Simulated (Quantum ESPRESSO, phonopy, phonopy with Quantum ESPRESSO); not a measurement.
**BP (F-43m): a volume series of phonon spectra**

Aim: how the vibrations of BP shift with volume, and the expansion that follows.

Measurements to reproduce:
- volume expansion coefficient 9.6 1e-6/K near room temperature (given in “Thermal expansion coefficients of high thermal conducting BAs and BP materials (three times its linear coefficient)”, 2019, arxiv:1906.04101)

Main program and level: Quantum ESPRESSO 7.5; DFT PBE+D3(BJ), scalar-relativistic, plane waves, GBRV ultrasoft pseudopotentials.

## Step 1: The starting structure

The structure is cubic, space group F-43m (No. 216). Conventional cell: a = 4.538 Å, b = 4.538 Å, c = 4.538 Å, α = 90.00°, β = 90.00°, γ = 90.00°. Nearest to B lie 4 P at 1.97 Å. Nearest to P lie 4 B at 1.97 Å. Farther neighbours are not listed.

## Step 2: Probe on a coarse mesh

A cheap single point shows whether the cell is a metal or an insulator and how far it is from rest; that sets the k-mesh and the occupations of what follows.

File probe.in:

```
 &control
    calculation='scf',
    prefix='x',
    outdir='./tmp',
    pseudo_dir='./pseudo',
    tprnfor=.true.,
    tstress=.true.,
    verbosity='high',
 /
 &system
    ibrav=0,
    nat=2,
    ntyp=2,
    ecutwfc=40.0,
    ecutrho=240.0,
    occupations='smearing',
    smearing='gaussian',
    degauss=0.01,
    vdw_corr='grimme-d3',
    dftd3_version=4,
    dftd3_threebody=.false.,
 /
 &electrons
    conv_thr=1.0d-07,
    mixing_beta=0.7,
    electron_maxstep=100,
 /
ATOMIC_SPECIES
 B      10.8100  B.upf
 P      30.9738  P.upf
CELL_PARAMETERS angstrom
     0.000000000    2.269000000    2.269000000
     2.269000000    0.000000000    2.269000000
     2.269000000    2.269000000    0.000000000
ATOMIC_POSITIONS crystal
 B      0.000000000   0.000000000   0.000000000
 P      0.250000000   0.250000000   0.250000000
K_POINTS automatic
 6 6 6 0 0 0
```

Run with:

```console
$ OMP_NUM_THREADS=1 mpirun -n 8 pw.x -nk 8 -in probe.in > probe.out
```

Then come: finding the static equilibrium; ground state at this cell; ph1.000 field d3hess; zone-centre response; forces on a displaced cell; A displaced supercell; phonons, V/V0 1; ground state at this cell, V/V0 1.015; ph1.015 field d3hess; born charges and dielectric tensor; phonons, V/V0 1.015; ground state at this cell, V/V0 0.985; ph0.985 field d3hess; lattice dynamics at this volume, V/V0 0.985; self-consistent run, V/V0 1.03; ph1.030 field d3hess; phonons, V/V0 1.03; ground state at this cell, V/V0 0.97; ph0.970 field d3hess; phonons, V/V0 0.97; ground state at this cell, V/V0 1.05; ph1.050 field d3hess; the ladder; lattice dynamics at this volume, V/V0 1.05; mode Grüneisen parameters; free-energy fit. Settings of the main run: cutoff 40 Ry, 9×9×9 k-mesh, fixed occupations, 3×3×3 supercell, supercell k mesh 3×3×3, displacement 0.02 Å.

Q: Predict the volume expansion coefficient at 300 K and isothermal bulk modulus at 300 K.

Near room temperature BP expands by 8.34 × 10⁻⁶/K in volume by PBE+D3(BJ), with C_P = 14.6 J/(mol K) per mole of atoms and B_T = 163 GPa. C_P at room temperature is 58 % of the classical 3R an atom, so the stiffest modes are still partly frozen out. A measured volume expansion coefficient near room temperature is 9.6 1e-6/K (arxiv:1906.04101); the calculated 8.34 1e-6/K differs by -13 %.

* volume expansion coefficient at 300 K: 8.34 1e-6/K
* isothermal bulk modulus at 300 K: 163.4 GPa
* C_P at 300 K: 14.58 J/mol-atom/K
* Grüneisen parameter at 300 K: 0.65
* mean mode Grüneisen parameter at 300 K: 0.642

The heat-capacity-weighted Grüneisen parameter goes from 0.18 at 50 K to 0.79 at 800 K; 9 % of the modes stiffen on expansion. Weighting γ by the density of states and each mode's heat capacity at 300 K, modes below 280 cm⁻¹ give about 5 % of the sum of γC that drives the expansion, those up to 560 cm⁻¹ 37 % and the rest 59 %. Among the labelled points γ is largest for branch 4 at X (717 cm⁻¹, 1.5) and most negative for branch 1 at L (225 cm⁻¹, -0.21). The supercell is 7.9 Å across at its narrowest and was not tested against a larger one: only its own wavevectors are exact, and acoustic branches between them, with the entropy at low temperature, can be off.

[Logs are printed without paths, hosts, clocks, repeated set-up lines and the standing remarks that a program may print on its own settings, such as how far it seeks lower states.]

[Hosts, paths, dates, database ids (printed as entryN), source tags and the programs' standing remarks are cut or masked in the printed files.]

[A step with changed settings may run another functional than the one named; its input shows which.]

[Of the runs on displaced cells, only some may be shown.]
